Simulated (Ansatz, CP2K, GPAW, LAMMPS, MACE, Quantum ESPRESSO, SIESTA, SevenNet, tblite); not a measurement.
## Running ionic liquid Pyr13+ Cl- at 400 K (112 atoms) with GPAW

Aim: run ionic liquid Pyr13+ Cl- at 400 K (112 atoms) in GPAW and see how near its forces come to a plane-wave reference, and at what cost.

Method: the method is named at each step, in GPAW 26.7.0.

**1. Set-up**

The cell holds 112 atoms: 32 C, 4 N, 72 H and 4 Cl. Its edges and angles: a = 10.205 Å, b = 10.205 Å, c = 10.205 Å, α = 90.0°, β = 90.0°, γ = 90.0°. 4 Pyr13+, 4 Cl- placed at random, at 1.02 g/cm³; overlaps pushed apart, then 10 ps at 700 K with Joung-Cheatham ions (J. Phys. Chem. B 112, 9020 (2008)); MMFF94 bonds, angles, torsions, charges and radii (Halgren, J. Comput. Chem. 17, 490 (1996)) in harmonic and 12-6 forms; charges of ions scaled by 0.8. Snapshot after 30 ps at 400 K and fixed volume.

The yardstick, on the same geometry:

* method: Kohn-Sham DFT, PBE, PAW, plane waves (Ansatz 0.2.0); cutoff 420 eV, Γ point, fermi-dirac smearing of 0.05 eV; PAW set soft_2
* r.m.s. force component: 0.9427 eV/Å
* longest force: 3.394 eV/Å
* pressure: 2.023 GPa
* gap (highest filled to lowest empty level): 4.007 eV
* SCF cycles: 9
* time: 4.2 s on 8 threads of Arm Neoverse V2, shared host
* CPU time: 29 s

**2. PBE, LCAO dzp, h 0.18 Å**

Method: Kohn-Sham DFT, PBE, PAW, atomic orbitals (dzp).

File run.py:

```python
import numpy as np
from ase.io import read
from gpaw import GPAW, FermiDirac
from ase.parallel import parprint as print

atoms = read("structure.xyz")
atoms.calc = GPAW(
    mode="lcao",
    basis="dzp",
    h=0.18,
    xc="PBE",
    kpts={"size": (1, 1, 1), "gamma": True},
    occupations=FermiDirac(0.05),
    maxiter=200,
    symmetry={"point_group": False},
    txt="gpaw.txt",
)
energy = atoms.get_potential_energy(force_consistent=True)
forces = atoms.get_forces()
print(f"energy {energy:.6f} eV")
print("forces (eV/A)")
for i, (a, f) in enumerate(zip(atoms, forces)):
    print(f"{i:4d} {a.symbol:2s} {f[0]:10.5f} {f[1]:10.5f} {f[2]:10.5f}")
print(f"Fermi level {atoms.calc.get_fermi_level():.4f} eV")
for k in range(len(atoms.calc.get_ibz_k_points())):
    for s in range(atoms.calc.get_number_of_spins()):
        e = atoms.calc.get_eigenvalues(kpt=k, spin=s)
        n = np.searchsorted(e, atoms.calc.get_fermi_level())
        print(f"k {k} spin {s} levels about the Fermi level:", np.round(e[max(n - 6, 0):n], 4).tolist(), "|", np.round(e[n:n + 6], 4).tolist())
```

File structure.xyz:

```xyz
112
Lattice="10.20511 0.00000 0.00000 0.00000 10.20511 0.00000 0.00000 0.00000 10.20511" Properties=species:S:1:pos:R:3 pbc="T T T"
C 1.25778 5.87018 4.11439
C 0.19890 6.20961 3.09919
C 0.15012 7.72078 2.95346
N 9.26359 8.16184 2.05674
C 7.94907 7.95233 2.90305
C 9.41768 9.60740 1.80722
C 0.24370 9.69883 0.61965
C 0.10562 8.29441 10.17276
C 9.25583 7.58678 0.68854
H 1.23043 4.79610 4.17797
H 0.92642 6.33533 5.04204
H 2.30105 6.19909 3.91325
H 0.56945 5.77099 2.23400
H 9.39095 5.88508 3.42075
H 1.00653 8.05500 2.44535
H 0.04123 8.18909 3.91846
H 7.70914 6.88865 3.02990
H 7.20675 8.59250 2.43300
H 8.14592 8.40248 3.89917
H 8.52310 9.95958 1.20941
H 9.68169 10.17398 2.74252
H 10.18276 0.31075 0.00337
H 1.33728 9.84171 0.95806
H 1.08103 7.73751 0.13624
H 10.04897 8.44452 9.17735
H 9.41381 6.51770 0.77630
H 8.21338 7.88763 0.29248
C 1.37514 4.62945 9.85630
C 2.07449 3.76487 0.78814
C 3.19563 4.57015 1.48780
N 4.02285 3.82896 2.53924
C 4.84396 4.97652 3.16277
C 3.32156 3.10307 3.60444
C 4.13807 1.88968 3.87539
C 5.37697 1.92295 2.96438
C 4.93233 2.80151 1.80967
H 1.23604 5.66312 10.05009
H 1.96714 4.46749 8.94560
H 0.38820 4.23971 9.67516
H 1.29748 3.54342 1.50383
H 2.41698 2.84304 0.31503
H 3.92162 4.78987 0.74518
H 2.86978 5.43994 1.93295
H 4.23604 5.73833 3.56607
H 5.51545 4.52801 3.91366
H 5.53158 5.25624 2.40330
H 2.31278 2.96805 3.25094
H 3.34738 3.73834 4.57669
H 4.34983 1.65864 4.91754
H 3.63608 1.03021 3.57240
H 6.17491 2.42606 3.49056
H 5.66475 0.94050 2.73599
H 4.31952 2.29237 1.10307
H 5.77466 3.25819 1.34258
C 6.23155 5.68823 9.87008
C 6.14633 6.80242 8.82885
[... 52 atom lines left out ...]
Cl 4.09296 8.40472 2.15369
Cl 8.98029 7.91365 6.33992
Cl 8.61760 3.13532 1.82437
Cl 3.80998 3.19012 7.19215
```

Launch:

```sh
OMP_NUM_THREADS=1 mpirun -np 2 gpaw python run.py > output.txt
```

The log of the run:

```text
energy -578.498238 eV
forces (eV/A)
   0 C    -0.19285    0.39077    0.53051
   1 C    -0.26311    2.01946    1.71974
   2 C    -0.25472   -1.55263   -0.80869
   3 N    -2.32671    0.26994    2.47918
   4 C     1.21148    0.89513   -0.60638
   5 C     0.55813    1.49978   -1.72890
   6 C     1.78631   -1.56592    2.64275
   7 C     2.64872    0.77046    1.57434
   8 C    -2.62997    0.07864    0.30534
   9 H     0.29307   -1.18533    0.51259
  10 H     0.04321    0.08742    1.09741
  11 H    -0.20319    0.25945   -0.38485
  12 H     0.03381   -1.30785   -2.74903
  13 H     0.28750   -0.62947   -0.14528
  14 H     2.42074    0.73495   -0.57951
  15 H    -0.28183    0.61875    1.02635
  16 H    -0.17093   -0.22695   -0.33459
  17 H    -1.01980   -0.17846   -0.55450
  18 H     0.26254   -0.21861    0.27006
  19 H    -0.17346    0.02325    1.42783
  20 H    -0.47691   -0.15753   -0.55534
  21 H    -0.47350    1.41571   -1.21231
  22 H    -1.06399   -0.01981   -0.15123
  23 H    -0.42904    0.39503   -0.59992
[...]
104 H     0.30556    0.38604    0.48137
 105 H     0.47135    0.29853    0.19210
 106 H    -0.73515    0.27422    0.43692
 107 H     0.15926    1.59183   -1.85281
 108 Cl   -0.04761   -0.06547   -0.13188
 109 Cl   -0.02904    0.11903    0.10191
 110 Cl    0.05939    0.13023    0.11955
 111 Cl    0.07470    0.19513   -0.02482
Fermi level 1.3896 eV
k 0 spin 0 levels about the Fermi level: [0.0586, 0.0833, 0.09, 0.1114, 0.1209, 0.1608] | [4.1769, 4.6107, 4.7653, 4.8558, 4.9493, 5.0321]
```

gpaw.txt:

```text
Input parameters:
  mode=LCAO(),
  basis={'default': 'dzp'},
  h=0.18,
  kpts=MonkhorstPack(size=(1, 1, 1), gamma=True),
  maxiter=200,
  occupations=Occupations(name='fermi-dirac', width=0.05, fixmagmom=False),
  symmetry=Symmetry(point_group=False),
  xc=XC(name='PBE')
Unit cell  # Å
| periodic |         x |         y |         z |   lengths |    angles |
|----------|-----------|-----------|-----------|-----------|-----------|
|      yes | 10.205110 |  0.000000 |  0.000000 | 10.205110 | 90.000000 |
|      yes |  0.000000 | 10.205110 |  0.000000 | 10.205110 | 90.000000 |
|      yes |  0.000000 |  0.000000 | 10.205110 | 10.205110 | 90.000000 |
Number of symmetries: 1
Symmetry operations  # r_c * U_cc + t_c -> r_c
|   | kind |            matrix            |
|---|------|------------------------------|
| 0 |  E   |  1, 0, 0,  0, 1, 0,  0, 0, 1 |
BZ-sampling:
  Number of BZ points: 1
  Number of IBZ points: 1
  Monkhorst-Pack size: [1, 1, 1]
  Monkhorst-Pack shift: [0, 0, 0]
[... lines left out ...]
        l=1, rc=6.2656 Bohr: 3p-sz confined orbital
        l=0, rc=2.8281 Bohr: 3s-dz split-valence wave
        l=1, rc=3.5156 Bohr: 3p-dz split-valence wave
        l=2, rc=6.2656 Bohr: d-type Gaussian polarization
      Number of RI-basis functions 0
Reference energy: -89930.074976  # eV
eigensolver:
density mixing:
  MSR1-Mixer
occupation numbers:
  Fermi-Dirac:
    width: 0.0500  # eV
FastPoissonSolver using
    Stencil: 6*3+1=19 point O(h^6) finite-difference Laplacian
xc functional:
  name: PBE with 2 nearest neighbor stencil
interpolation: tri-quintic # 5. degree polynomial
Initialization done in: 3.815 s
convergence criteria:
- Maximum [total energy] change in last 3 cyles: 0.0005 eV / valence electron
- Maximum integral of absolute [dens]ity change: 0.0001 electrons / valence electron
- Maximum integral of absolute [eigenst]ate change: 4e-08 eV^2 / valence electron
maximum number of iterations: 200
SCF iterations
|iter     |      energy | eigst |  dens |
|---------|-------------|-------|-------|
|iter:   1| -599.435266 |      c|       |
|iter:   2| -595.630481 |      c| -0.73 |
|iter:   3| -578.843333 |      c| -0.76 |
|iter:   4| -578.549225 |      c| -1.42 |
|iter:   5| -578.502054 |      c| -2.05 |
|iter:   6| -578.498112c|      c| -2.48 |
|iter:   7| -578.498220c|      c| -3.02 |
|iter:   8| -578.498237c|      c| -3.62 |
|iter:   9| -578.498238c|      c| -4.09c|
Converged in 9 steps
SCF loop duration: 23.373 s (2.597 s/step)
Energy contributions relative to reference atoms: (reference = -89930.074976)
Energy contributions:
  Kinetic:         501.404045
  Coulomb:        -545.844995
  Zero:              3.399455
  External:          0.000000
  Xc:             -537.456743
  Entropy:          -0.000000
  Spinorbit:         0.000000
  ----------------------------
  Free energy:    -578.498238
  Extrapolated:   -578.498238
dipole moment: (-18.574955, 30.297906, 35.101015)  # |e|*Ang
Fermi level: 1.390
Eigenvalues  # (at kpt = [0.000, 0.000, 0.000])
| band index |      eig [eV] | occ [0-2] |
|------------|---------------|-----------|
|          0 |       -21.452 |     2.000 |
|        ... |               |           |
|        116 |        -0.031 |     2.000 |
|        117 |         0.044 |     2.000 |
[...]
|        131 |         5.232 |     0.000 |
|        ... |               |           |
|        152 |         6.884 |     0.000 |
Gap: 4.016 eV
Transition (v -> c):
  (s=0, k=0, n=123, [0.00, 0.00, 0.00]) -> (s=0, k=0, n=124, [0.00, 0.00, 0.00])
No difference between direct/indirect transitions
Force computation time: 5.308  # s
```

The job ended after 34 s (2 MPI ranks of Arm Neoverse V2, shared host; peak memory 1.2 GiB).

Banners, paths, timers and routine set-up lines are dropped from the logs unmarked, and long logs keep their key lines alone; longer cuts are marked.

Compared with the plane-wave run:

```yaml
r_m_s_force_component: 1.063 eV/Å
r_m_s_difference_of_force_components: 289.2 meV/Å
longest_difference_of_force_vectors: 787.6 meV/Å
force_difference_over_r_m_s_force: 30.67 %
slope_of_forces_against_the_reference_s: 1.088
correlation_of_force_components: 0.9655
spacing_of_highest_filled_and_lowest_empty_level: 4.016 eV
gap_difference: 0.0087 eV
```

This run lies far from the reference in forces at the same functional.

Length of the force difference by element (eV/Å):

```
element  atoms   mean   most
      C     32   0.36   0.65
     Cl      4  0.038  0.052
      H     72   0.56   0.79
      N      4   0.15   0.30
```

Levels nearest the highest filled one (eV from it): -0.10, -0.08, -0.07, -0.05, -0.04, 0.00, 4.02, 4.45, 4.60, 4.70, 4.79, 4.87.

Local excerpt of 11 atoms (numbers count through the whole input) about H48, picked at random; x, y, z are measured from there.

| atom | x | y | z | distance (Å) | bonds | Fx | Fy | Fz (eV/Å) |
| --- | --- | --- | --- | --- | --- | --- | --- | --- |
| H48 | 0.00 | 0.00 | 0.00 | 0.00 | 1 | -0.39 | -0.48 | -1.04 |
| C33 | -0.03 | -0.64 | -0.97 | 1.16 | 4 | 0.18 | 1.45 | 2.33 |
| H47 | -1.03 | -0.77 | -1.33 | 1.85 | 1 | -1.13 | -0.53 | -0.09 |
| C34 | 0.79 | -1.85 | -0.70 | 2.13 | 4 | 1.09 | -0.47 | -0.20 |
| N31 | 0.68 | 0.09 | -2.04 | 2.15 | 4 | 1.16 | 1.91 | -1.29 |
| H49 | 1.00 | -2.08 | 0.34 | 2.33 | 1 | 0.30 | 0.61 | 0.98 |
| H10 | -2.12 | 1.06 | -0.40 | 2.40 | 1 | 0.29 | -1.19 | 0.51 |
| H45 | 2.17 | 0.79 | -0.66 | 2.40 | 1 | -0.16 | -0.17 | 0.54 |
| C32 | 1.50 | 1.24 | -1.41 | 2.40 | 4 | 1.16 | -3.28 | -0.08 |
| H44 | 0.89 | 2.00 | -1.01 | 2.41 | 1 | -1.17 | 1.43 | 0.42 |
| H105 | -1.70 | -1.39 | 1.19 | 2.50 | 1 | 0.31 | 0.39 | 0.48 |

Atoms are counted from 1 here, from 0 in the log.

Forces lie 31 % from the reference's, at 2.4 times its CPU time (on 2 against 8 cores).

**3. PBE, LCAO szp(dzp), h 0.18 Å**

Method: Kohn-Sham DFT, PBE, PAW, atomic orbitals (szp(dzp)).

Changes to run.py since step 2:

```diff
@@ -3,3 +3,2 @@
 from gpaw import GPAW, FermiDirac
-from ase.parallel import parprint as print
 
@@ -8,3 +7,3 @@
     mode="lcao",
-    basis="dzp",
+    basis="szp(dzp)",
     h=0.18,
```

structure.xyz is that of step 2.

Launch:

```sh
OMP_NUM_THREADS=1 python run.py > output.txt
```

The log of the run:

```text
energy -511.557753 eV
forces (eV/A)
   0 C    -0.33141    0.55468   -0.28437
   1 C    -0.21810    2.65153    1.94190
   2 C    -1.02386   -2.31017   -1.32505
   3 N    -2.17307   -0.09540    2.36638
   4 C     2.06814    0.46355   -1.72834
   5 C     0.84796    0.87960   -1.88129
   6 C     1.17517   -2.72249    3.03865
   7 C     2.60527    0.93690    2.77843
   8 C    -2.27575    0.55569    0.28420
   9 H     0.17797   -2.93369    0.45442
  10 H    -0.89062    1.07508    2.60047
  11 H     1.40724    0.90777   -0.87673
  12 H     0.85621   -2.06832   -4.22831
  13 H    -1.28194   -1.08149    0.43819
  14 H     4.08159    1.30170   -1.72112
  15 H    -0.84442    1.29404    3.17929
  16 H    -0.46673   -2.09013   -0.13874
  17 H    -2.41225    1.09825   -1.45902
  18 H     0.96256    0.54670    2.73125
  19 H    -1.33402    0.44824    0.42391
  20 H     0.02659    0.70317    1.00941
  21 H    -1.11118    2.85540   -2.26979
  22 H     0.66385   -0.03195    0.37507
  23 H     0.92910   -0.31137   -0.11454
[...]
104 H     2.55401    0.71572   -0.16742
 105 H     0.35962   -0.66109    1.34372
 106 H     0.00819    0.78249    2.03482
 107 H     0.13606    3.01672   -3.30398
 108 Cl   -0.31553   -0.32865   -0.46525
 109 Cl   -0.32294    0.21924   -0.47018
 110 Cl    0.05906    0.00167    0.17615
 111 Cl   -0.08608    0.02176   -0.47007
Fermi level 3.5277 eV
k 0 spin 0 levels about the Fermi level: [2.6567, 2.6874, 2.8261, 2.8295, 2.8772, 2.9346] | [4.0988, 4.3382, 4.4863, 4.6389, 5.0638, 5.0794]
```

gpaw.txt:

```text
Input parameters:
  mode=LCAO(),
  basis={'default': 'szp(dzp)'},
  h=0.18,
  kpts=MonkhorstPack(size=(1, 1, 1), gamma=True),
  maxiter=200,
  occupations=Occupations(name='fermi-dirac', width=0.05, fixmagmom=False),
  symmetry=Symmetry(point_group=False),
  xc=XC(name='PBE')
Unit cell  # Å
| periodic |         x |         y |         z |   lengths |    angles |
[... lines left out ...]
  Fermi-Dirac:
[... lines left out ...]
convergence criteria:
- Maximum [total energy] change in last 3 cyles: 0.0005 eV / valence electron
[... lines left out ...]
Converged in 9 steps
[... lines left out ...]
  Free energy:    -511.557753
  Extrapolated:   -511.557739
dipole moment: (-19.020837, 31.671641, 35.588280)  # |e|*Ang
Fermi level: 3.528
Eigenvalues  # (at kpt = [0.000, 0.000, 0.000])
| band index |      eig [eV] | occ [0-2] |
|------------|---------------|-----------|
|          0 |       -22.642 |     2.000 |
|        ... |               |           |
|        116 |         2.366 |     2.000 |
|        117 |         2.393 |     2.000 |
[...]
|        131 |         5.178 |     0.000 |
|        ... |               |           |
|        152 |         7.611 |     0.000 |
Gap: 1.164 eV
Transition (v -> c):
  (s=0, k=0, n=123, [0.00, 0.00, 0.00]) -> (s=0, k=0, n=124, [0.00, 0.00, 0.00])
No difference between direct/indirect transitions
Force computation time: 8.520  # s
timing:  # [seconds]
  Total:  50.476  # ━━━━━━━━━━━━━━━━━━━━━━━━━━━━━━━━━━━━━━━━━━━━━━━━━━━━━━━━━
  Init:    5.802  # ━━━━━━╸
  SCF:    36.124  # ━━━━━━━━━━━━━━━━━━━━━━━━━━━━━━━━━━━━━━━━━
  Forces:  8.520  # ━━━━━━━━━╸
```

Wall time 52 s (1 thread); peak memory 0.94 GiB.

Against the reference:

* r.m.s. force component: 1.673 eV/Å
* r.m.s. difference of force components: 1251 meV/Å
* longest difference of force vectors: 3345 meV/Å
* force difference over r.m.s. force: 132.7 %
* slope of forces against the reference's: 1.194
* correlation of force components: 0.6731
* gap (highest filled to lowest empty level): 1.164 eV
* gap difference: -2.843 eV

This is a coarse setting, run to see what it loses.

Against the first run (31 %), the force difference from the reference is 133 %, at 0.75 times the CPU time (on 1 against 2 cores), with 648 basis functions against 880: the smaller basis costs accuracy.

**4. Side by side**

Differences are against the plane-wave reference, forces as r.m.s. over components; share is that over the reference's r.m.s. force, slope the least-squares factor from reference forces to these. Total energies of different programs have different zeros and aren't compared.

```csv
run,"Δ force, r.m.s. (meV/Å)",share (%),slope,Δ gap (eV),cores,CPU time,memory (GiB)
reference,-,-,-,-,8,29 s,1.1
"GPAW PBE, LCAO dzp, h 0.18 Å",289,30.7,1.088,0.0087,2,69 s,1.2
"GPAW PBE, LCAO szp(dzp), h 0.18 Å (coarse)",1251,133,1.194,-2.84,1,52 s,0.94
```

Rows marked coarse were listed beforehand as settings not expected to be converged; some can still land near the reference.

CPU time is summed over cores on a shared host, where runs went side by side, so it is rough. Symmetry, cutoffs, thresholds, outputs and thread counts weren't matched or tuned between programs; memory under MPI is the largest rank's times the ranks.

**5. Results**

| Item | Value |
| --- | --- |
| nearest in forces | GPAW PBE, LCAO dzp, h 0.18 Å, 31 % |
| its CPU time | 69 s |

In words: The PBE run in local orbitals, coarse settings apart, differs by 31 % (GPAW PBE, LCAO dzp, h 0.18 Å); basis, grid and potentials can all enter. Runs with settings chosen to be coarse differ by 133 % (GPAW PBE, LCAO szp(dzp), h 0.18 Å), their programs' other errors included. None of the electronic-structure runs in the table takes under half the reference's CPU time of 29 s; they take 1.8 to 2.4 times as much. At the same functional, gaps differ from the reference's 4.01 eV by between -2.84 and +0.01 eV. With short bonds to hydrogen, sets of potentials differ among themselves by several per cent in forces even at converged cutoffs, so the reference isn't exact here either. The network of contacts between molecules at the start is that of the classical potential that made the cell, and needn't be the one that DFT or experiment would give. The reference's PBE has no dispersion term, which matters for the binding between molecules or layers. The density was typed from a rule of thumb and may lie off the real one at this temperature. The electronic-structure runs sample only Γ, in a cell whose shortest periodic width is 10 Å.

[Also dropped from logs without a mark: logging warnings of Python, and SIESTA's first energy breakdown and zero terms.]

[Logs are printed without paths, hosts, clocks, repeated set-up lines and the standing remarks that a program may print on its own settings, such as how far it seeks lower states.]

[Hosts, paths, dates, database ids (printed as entryN), source tags and the programs' standing remarks are cut or masked in the printed files.]

[The MMFF94 radii named for the starting cell were scaled by 0.96; in molecules described by MMFF94, hydrogen bound to N, O or S took a small fixed 12-6 site in their place.]
